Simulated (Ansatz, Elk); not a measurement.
# Ca3Ge: X-ray structure factors from the self-consistent density

Structure refinements treat a crystal as free atoms side by side. For a made-up structure of Ca3Ge (cell and positions from a PBEsol relaxation) the runs below show what the calculated density changes in F(hkl).

Calculated with Elk 11.2.3 (patched build); DFT, PBE, all-electron APW+lo, Dirac cores, scalar-relativistic bands, static density, no spin.

The structure was built from a prototype and need not be the compound's stable phase.

## Step 1: Starting point

Symmetry: Pm-3m, No. 221, cubic system. The conventional cell has a = 4.795 Å, b = 4.795 Å, c = 4.795 Å, α = 90.00°, β = 90.00°, γ = 90.00°. Nearest to Ge lie 12 Ca at 3.39 Å. Nearest to Ca lie 4 Ge at 3.39 Å and 8 Ca at 3.39 Å. Farther neighbours are not listed.

## Step 2: Ground state and structure factors

An all-electron density is needed, since X-rays see the cores too. Task 0 finds the density and task 195 Fourier-transforms it; tshift is off so that phases refer to the origin typed.

elk.in

```
tasks
  0
  195

xctype
  20

spinpol
  .false.

rgkmax
  7.0

gmaxvr
  14.0

lmaxo
  7

lmaxapw
  8

swidth
  0.002

tshift
  .false.

ramdisk
  .false.

hmaxvr
  5.5

maxscl
  120

epspot
  1e-06

sppath
  './'

avec
  9.06172569698 -0.00000000000 -0.00000000000
  -0.00000000000 9.06172569698 0.00000000000
  -0.00000000000 0.00000000000 9.06172569698

atoms
  2
  'Ge.in'
  1
  -0.0000000000 0.0000000000 0.0000000000   0.000000 0.000000 0.000000
  'Ca.in'
  3
  0.5000000000 0.5000000000 -0.0000000000   0.000000 0.000000 0.000000
  0.5000000000 -0.0000000000 0.5000000000   0.000000 0.000000 0.000000
  0.0000000000 0.5000000000 0.5000000000   0.000000 0.000000 0.000000

ngridk
  5 5 5
```

The run is started by

```console
OMP_NUM_THREADS=4 elk
```

Numbers of over 12 decimals in the logs are rounded to 6 here.

Output:

```text
┌─────────────────────────┐
│ Elk code version 11.2.3 │
└─────────────────────────┘

All units are atomic (Hartree, Bohr, etc.)

┌─────────────────────────────────────────────────┐
│ Ground-state run starting from atomic densities │
└─────────────────────────────────────────────────┘

Lattice vectors :
   9.061725697      -0.000000000      -0.000000000
  -0.000000000       9.061725697       0.000000000
  -0.000000000       0.000000000       9.061725697

Reciprocal lattice vectors :
  0.6933762417       0.000000000       0.000000000
   0.000000000      0.6933762417       0.000000000
   0.000000000       0.000000000      0.6933762417

Unit cell volume      :    744.1024512
Brillouin zone volume :   0.3333549205

Muffin-tin inner radius fraction :   0.1000000000E-01

Nuclei treated as point charges

Species : 1 (Ge)
 parameters loaded from : Ge.in
 name : germanium
 nuclear charge    :   -32.00000000
 electronic charge :    32.00000000
 atomic mass :    132414.6196
 muffin-tin radius :    2.400000000
 number of radial points in muffin-tin :    993
 inner part over the whole radius :   0.9906635991E-02
 number on inner part of muffin-tin    :    702
 approximate nuclear radius :   0.7637961215E-04
 number of mesh points to nuclear radius :    340
 atomic positions (lattice), magnetic fields (Cartesian) :
  1 :   0.00000000  0.00000000  0.00000000    0.00000000  0.00000000  0.00000000

Species : 2 (Ca)
 parameters loaded from : Ca.in
 name : calcium
 nuclear charge    :   -20.00000000
 electronic charge :    20.00000000
 atomic mass :    73057.72475
 muffin-tin radius :    2.400000000
 number of radial points in muffin-tin :    993
 inner part over the whole radius :   0.9970789793E-02
 number on inner part of muffin-tin    :    698
 approximate nuclear radius :   0.6614485811E-04
 number of mesh points to nuclear radius :    321
 atomic positions (lattice), magnetic fields (Cartesian) :
  1 :   0.50000000  0.50000000  0.00000000    0.00000000  0.00000000  0.00000000
  2 :   0.50000000  0.00000000  0.50000000    0.00000000  0.00000000  0.00000000
  3 :   0.00000000  0.50000000  0.50000000    0.00000000  0.00000000  0.00000000

Total number of atoms per unit cell :    4
Total muffin-tin volume :    231.6233432
 ratio of muffin-tin to unit cell volume :   0.3112788337

Spin treatment :
 spin-unpolarised

Number of Bravais lattice symmetries :   48
Number of crystal symmetries         :   48
Crystal has inversion symmetry
Real symmetric eigensolver will be used

k-point grid :      5     5     5
k-point offset :    0.000000000       0.000000000       0.000000000
k-point set is reduced with full crystal symmetry group
Total number of k-points :       10

Muffin-tin radius times maximum |G+k| :    7.000000000
 using average radius
Maximum |G+k| for APW functions       :    2.916666667
Maximum (1/2)|G+k|²                   :    4.253472222
Maximum |G| for potential and density :    14.00000000
Constant for pseudocharge density :    8
 order of it for each species :   15  15
 order of it for pair densities of each species (exact exchange by exxq0 0: 16) :   10  10
Radial integration step length :    1

G-vector grid sizes :     42    42    42
Number of G-vectors :    34457

Maximum angular momentum used for
 APW functions            :    8
 outer part of muffin-tin :    7
 inner part of muffin-tin :    2

Total nuclear charge    :   -92.00000000
Total core charge       :    48.00000000
Total valence charge    :    44.00000000
Total excess charge     :    0.000000000
Total electronic charge :    92.00000000

Effective Wigner radius, rₛ :    1.245237238

Number of empty states         :     16
Total number of valence states :     39
Total number of core states    :     48

Third-order local-orbitals added for an l without core states : T
Total number of local-orbitals :     44

Exchange-correlation functional :     20     0     0
 Perdew-Burke-Ernzerhof, Phys. Rev. Lett. 77, 3865 (1996)
 gradient requirement :    1
[...]
xc potential                :     -248.53312697910
 exchange                    :     -184.37360840103
 correlation                 :     -4.027089
 electron entropic           :    -0.42043284782340E-03
 total energy                :     -4143.1982864273

Density of states at Fermi energy :    31.29830771
 (states/Hartree/unit cell)

Estimated indirect band gap :   0.5550079730E-02
 from k-point 10 to k-point 10
Estimated direct band gap   :   0.5550079730E-02
 at k-point 10

Charges :
 core                        :    48.00000000
 valence                     :    44.00000000
 interstitial                :    6.886680111
 muffin-tins (core leakage)
  species : 1 (Ge)
   atom 1                    :    30.47793679     (  0.3374531574E-03)
  species : 2 (Ca)
   atom 1                    :    18.21179437     ( -0.1988353073E-06)
[...]
total in muffin-tins        :    85.11331989
 total calculated charge     :    91.99968048
 total charge                :    92.00000000
 error                       :   0.3195184012E-03

RMS change in Kohn-Sham potential (target) :   0.2986725612     (  0.1000000000E-05)
Absolute change in total energy (target)   :    2.347215944     (  0.1000000000E-03)

[... loops 3 to 12 left out ...]

┌──────────────────┐
│ Loop number : 13 │
└──────────────────┘

Energies :
 Fermi                       :     0.176789
 sum of occupied eigenvalues :     -2398.0306708309
 electron kinetic            :      4200.5214618949
 core electron kinetic       :      3909.1747334699
 Coulomb                     :     -8152.5249870433
 Coulomb potential           :     -6354.2697527686
 nuclear-nuclear             :     -548.74117161029
 electron-nuclear            :     -8865.2015041656
 Hartree                     :      1261.4176887326
 Madelung                    :     -4975.3901106590
 xc potential                :     -244.28237995723
 exchange                    :     -184.29298670712
 correlation                 :     -4.027728
 electron entropic           :    -0.52077685594812E-03
 total energy                :     -4140.3247603674

Density of states at Fermi energy :    41.38454541
 (states/Hartree/unit cell)

Estimated indirect band gap :   0.3954575182E-02
 from k-point 10 to k-point 10
Estimated direct band gap   :   0.3954575182E-02
 at k-point 10

Charges :
 core                        :    48.00000000
 valence                     :    44.00000000
 interstitial                :    6.973939338
 muffin-tins (core leakage)
  species : 1 (Ge)
[...]
species : 2 (Ca)
[...]
total in muffin-tins        :    85.02606066
 total calculated charge     :    91.99969681
 total charge                :    92.00000000
 error                       :   0.3031889515E-03

RMS change in Kohn-Sham potential (target) :   0.1557682868E-06 (  0.1000000000E-05)
Absolute change in total energy (target)   :   0.8340139902E-04 (  0.1000000000E-03)

Convergence targets achieved

┌──────────────────┐
│ Loop number : 14 │
└──────────────────┘

Energies :
 Fermi                       :     0.176789
 sum of occupied eigenvalues :     -2398.0306737469
 electron kinetic            :      4200.5214606256
 core electron kinetic       :      3909.1747324148
 Coulomb                     :     -8152.5249865241
 Coulomb potential           :     -6354.2697526490
 nuclear-nuclear             :     -548.74117161029
 electron-nuclear            :     -8865.2015035398
 Hartree                     :      1261.4176886260
 Madelung                    :     -4975.3901101996
 xc potential                :     -244.28238172348
 exchange                    :     -184.29298676945
 correlation                 :     -4.027728
 electron entropic           :    -0.52077675402314E-03
 total energy                :     -4140.3247611886

Density of states at Fermi energy :    41.38453676
 (states/Hartree/unit cell)

Estimated indirect band gap :   0.3954581150E-02
 from k-point 10 to k-point 10
Estimated direct band gap   :   0.3954581150E-02
 at k-point 10

Charges :
 core                        :    48.00000000
 valence                     :    44.00000000
 interstitial                :    6.973939306
 muffin-tins (core leakage)
  species : 1 (Ge)
[...]
species : 2 (Ca)
   atom 1                    :    18.19804952     ( -0.1986981690E-06)
   atom 2                    :    18.19804952     ( -0.1986981690E-06)
   atom 3                    :    18.19804952     ( -0.1986981690E-06)
 total in muffin-tins        :    85.02606069
 total calculated charge     :    91.99969681
 total charge                :    92.00000000
 error                       :   0.3031889226E-03

┌──────────────────────────────┐
│ Self-consistent loop stopped │
└──────────────────────────────┘

Warning : core states of species 1 leak from the muffin-tin :   0.3304679343E-03

Wrote STATE.OUT
```

Run time: 17 s. Hardware: 4 threads of Arm Neoverse V1, shared host; peak memory 0.15 GiB.

SFACRHO.OUT:

```text

h k l indices transformed by vhmat matrix:
   1.000000000       0.000000000       0.000000000    
   0.000000000       1.000000000       0.000000000    
   0.000000000       0.000000000       1.000000000    

      h      k      l  multipl.   |H|            Re(F)            Im(F)           |F|

      0      0      0      1   0.0000000       92.000000      0.46096353E-16   92.000000    
      0     -1      0      6  0.69337624       12.172809      0.10932249E-13   12.172809    
     -1      0      1     12  0.98058208       12.011372     -0.28052891E-14   12.011372    
      1      1      1      8   1.2009629       70.826788      0.28799461E-13   70.826788    
      0      0     -2      6   1.3867525       67.547143     -0.17529300E-13   67.547143    
     -1      0     -2     24   1.5504364       10.657664      0.14369918E-13   10.657664    
     -1      1     -2     24   1.6984180       10.585825      0.18891707E-13   10.585825    
      2      2      0     12   1.9611642       57.771582      0.30751810E-13   57.771582    
      2     -2      1     24   2.0801287       10.257452     -0.16742398E-13   10.257452    
      0      0      3      6   2.0801287       10.249795     -0.32086642E-13   10.249795    
     -3      1      0     24   2.1926482       10.057412      0.48866313E-14   10.057412    
     -1     -1     -3     24   2.2996688       52.680537     -0.34489459E-13   52.680537    
      2     -2     -2      8   2.4019258       51.242097     -0.13358843E-13   51.242097    
     -2     -3      0     24   2.5000036       9.6189518      0.19550773E-13   9.6189518    
     -2      1      3     48   2.5943763       9.4364974      0.39512983E-14   9.4364974    
      4      0      0      6   2.7735050       46.616530      0.24043731E-13   46.616530    
      3      2     -2     24   2.8588635       8.9553767     -0.18268909E-13   8.9553767    
     -4      0     -1     24   2.8588635       8.9149942      0.17801168E-14   8.9149942
```

Elk indexes on the primitive cell of elk.in and gives |H| = 4π sin θ/λ in inverse bohr. Below, one row stands for each form hkl of the conventional cell (m members, Friedel mates merged), F is for one primitive cell and the density is static (no thermal factor). Free-atom factors are Waasmaier and Kirfel's, and R is Σm||F|−|F'||/Σm|F|.

| hkl | m | sin θ/λ (Å⁻¹) | abs F, DFT | neutral atoms | diff. |
| --- | --- | --- | --- | --- | --- |
| 100 | 6 | 0.104 | 12.173 | 12.192 | -0.019 |
| 110 | 12 | 0.147 | 12.011 | 11.796 | +0.216 |
| 111 | 8 | 0.181 | 70.827 | 70.811 | +0.016 |
| 200 | 6 | 0.208 | 67.547 | 67.457 | +0.091 |
| 210 | 24 | 0.233 | 10.658 | 10.973 | -0.316 |
| 211 | 24 | 0.255 | 10.586 | 10.800 | -0.214 |
| 220 | 12 | 0.295 | 57.772 | 57.804 | -0.032 |
| 221 | 24 | 0.313 | 10.258 | 10.332 | -0.075 |
| 300 | 6 | 0.313 | 10.250 | 10.332 | -0.082 |
| 310 | 24 | 0.330 | 10.057 | 10.175 | -0.117 |
| 311 | 24 | 0.346 | 52.681 | 52.723 | -0.042 |
| 222 | 8 | 0.361 | 51.242 | 51.302 | -0.060 |
| 320 | 24 | 0.376 | 9.619 | 9.681 | -0.062 |
| 321 | 48 | 0.390 | 9.437 | 9.511 | -0.074 |
| 400 | 6 | 0.417 | 46.617 | 46.630 | -0.013 |
| 322 | 24 | 0.430 | 8.955 | 8.989 | -0.033 |
| 410 | 24 | 0.430 | 8.915 | 8.989 | -0.074 |
| 411 | 24 | 0.442 | 8.810 | 8.813 | -0.003 |
| 330 | 12 | 0.442 | 8.809 | 8.813 | -0.004 |
| 331 | 24 | 0.455 | 43.891 | 43.925 | -0.034 |
| 420 | 24 | 0.466 | 43.111 | 43.139 | -0.027 |
| 421 | 48 | 0.478 | 8.266 | 8.291 | -0.025 |

## Step 3: The highest occupied states alone

An energy window below the Fermi level keeps the highest occupied states, to see at which angles they scatter; shallow core shells can lie inside it and anion s states outside. No new self-consistency is needed.

elk.in, as its differences from that of step 2:

```diff
@@ -1,3 +1,2 @@
 tasks
-  0
   195
@@ -40,2 +39,5 @@
 
+wsfac
+  -0.190700 0.476790
+
 sppath
```

The run is started by

```console
OMP_NUM_THREADS=4 elk
```

Output:

```text
┌─────────────────────────────────┐
│ Elk code version 11.2.3 started │
└─────────────────────────────────┘

Info(readinput): the functional depends on the density's gradient
 muffin-tin radial points multiplied by    2.00000
 (not where nrmtscf is given)

┌────────────────────┐
│ Current task : 195 │
└────────────────────┘

Info(sfacrho): density structure factors written to SFACRHO.OUT

 Energy window :  -0.1907000000      0.4767900000

┌──────────────────┐
│ Elk code stopped │
└──────────────────┘
```

The job ended after 10 s (4 threads; peak memory 0.16 GiB; 11 s of CPU time).

States within 10 eV below the Fermi level hold 10.00 electrons; any levels below the window count with the cores. Their amplitudes can exceed the total, where window and core parts have opposite phase:

| hkl | sin θ/λ (Å⁻¹) | abs F, window | abs F, all |
| --- | --- | --- | --- |
| 100 | 0.104 | 1.849 | 12.173 |
| 110 | 0.147 | 1.464 | 12.011 |
| 111 | 0.181 | 0.670 | 70.827 |
| 200 | 0.208 | 0.471 | 67.547 |
| 210 | 0.233 | 0.089 | 10.658 |
| 211 | 0.255 | 0.119 | 10.586 |
| 220 | 0.295 | 0.157 | 57.772 |
| 221 | 0.313 | 0.153 | 10.258 |
| 300 | 0.313 | 0.158 | 10.250 |
| 310 | 0.330 | 0.213 | 10.057 |

(Part 1 of 2 ends here.)

[Logs are printed without paths, hosts, clocks, repeated set-up lines and the standing remarks that a program may print on its own settings, such as how far it seeks lower states.]

[Hosts, paths, dates, database ids (printed as entryN), source tags and the programs' standing remarks are cut or masked in the printed files.]
